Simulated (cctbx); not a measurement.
**What is wrong with this refinement?**

Cell a = 4.8500 Å, b = 4.8500 Å, c = 11.2580 Å, α = 90.00°, β = 90.00°, γ = 90.00°; space group P4/nmm (no. 129, origin choice 1). The compound is GdZr2Pb2.

The data are simulated with cctbx, not measured: synchrotron X-rays, λ = 0.7749 Å, to d = 0.84 Å, 95 % of the full sphere, strongest reflection 40000 counts, noise from counting, a 4 % proportional error and a noise floor of 15 counts (s.d.); no absorption.

An anisotropic refinement with weights 1/σ² prints:

```text
Rint 0.035, 173 unique reflections to 0.84 A
cycle     R1     wR2    GooF  max shift (A)
   1  0.0717  0.1866   8.934   0.01683
   2  0.0278  0.0869   4.158   0.00004
final R1 0.0278 wR2 0.0869 GooF 4.158  parameters 13  data/parameter 13.3
atom        x        y        z      Ueq    occ   su(xyz)  su(Uiso or U11)
Pb1    0.50000  0.00000  0.87146   0.0148  1.000  0.00015  0.0006
Pb2    0.50000  0.50000  0.50000   0.0323  1.000  0.00000  0.0008
Gd1    0.50000  0.00000  0.25607   0.0152  1.000  0.00017  0.0007
Cd1    0.50000  0.00000  0.62361   0.0749  1.000  0.00070  0.0021
Zr1    0.50000  0.50000  0.00000   0.0239  1.000  0.00000  0.0013
difference map: max 1.16 min -4.56 rms 0.46
Q1    0.0000  0.5000  0.1581    2    1.19  0.33 A from Pb1
Q2    0.0000  0.0000  0.5000    2    0.99  0.00 A from Pb2
Q3    0.0000  0.5000  0.5592    2    0.89  2.06 A from Cd1
Q4    0.1762  0.3238  0.4015    8    0.79  1.24 A from Cd1
Q5    0.0000  0.0635  0.3082    8    0.76  2.18 A from Pb2
Q6    0.0000  0.0000  0.2304    4    0.72  2.44 A from Gd1
```

**Question.** Can this result stand? If not, what is the likely fault?

Mend it. The fault: wrong element: Cd1 is Zr. Against the right model at the same level, R1 goes from 0.0095 to 0.0278 and GooF from 0.97 to 4.16, U of Cd1 swells from 0.0551 to 0.0749 Å² and a hole of -4.6 e/Å³ opens. Cd1 has 8 electrons too many and its U swells to shed them, as expected.

The compound is GdZr2Pb2. The right model at the same level gives:

```text
Rint 0.035, 173 unique reflections to 0.84 A
cycle     R1     wR2    GooF  max shift (A)
   1  0.0472  0.1301   6.227   0.00830
   2  0.0095  0.0203   0.971   0.00000
final R1 0.0095 wR2 0.0203 GooF 0.971  parameters 13  data/parameter 13.3
atom        x        y        z      Ueq    occ   su(xyz)  su(Uiso or U11)
Pb1    0.50000  0.00000  0.87146   0.0147  1.000  0.00003  0.0001
Pb2    0.50000  0.50000  0.50000   0.0324  1.000  0.00000  0.0002
Gd1    0.50000  0.00000  0.25618   0.0157  1.000  0.00004  0.0002
Zr1    0.50000  0.00000  0.62437   0.0551  1.000  0.00017  0.0004
Zr2    0.50000  0.50000  0.00000   0.0238  1.000  0.00000  0.0003
difference map: max 0.84 min -0.84 rms 0.17
Q1    0.0000  0.5000  0.5558    2    0.84  2.03 A from Zr1
Q2    0.0000  0.0000  0.3148    4    0.56  2.08 A from Pb2
Q3    0.0852  0.4148  0.5228    8    0.55  1.76 A from Zr1
Q4    0.2029  0.2971  0.9090    8    0.54  2.02 A from Zr2
Q5    0.0000  0.5000  0.1770    2    0.52  0.55 A from Pb1
Q6    0.0000  0.1886  0.4623    8    0.51  1.01 A from Pb2
```

Isotropic U is held between 0.0001 and 1 Å² by the program, and listed peak heights are interpolated, so they can pass the grid's maximum.

This is a model crystal, built by substitution and not relaxed, with assumed displacement parameters.

[Middle refinement cycles are left out of these outputs.]

[Logs are printed without paths, hosts, clocks, repeated set-up lines and the standing remarks that a program may print on its own settings, such as how far it seeks lower states.]
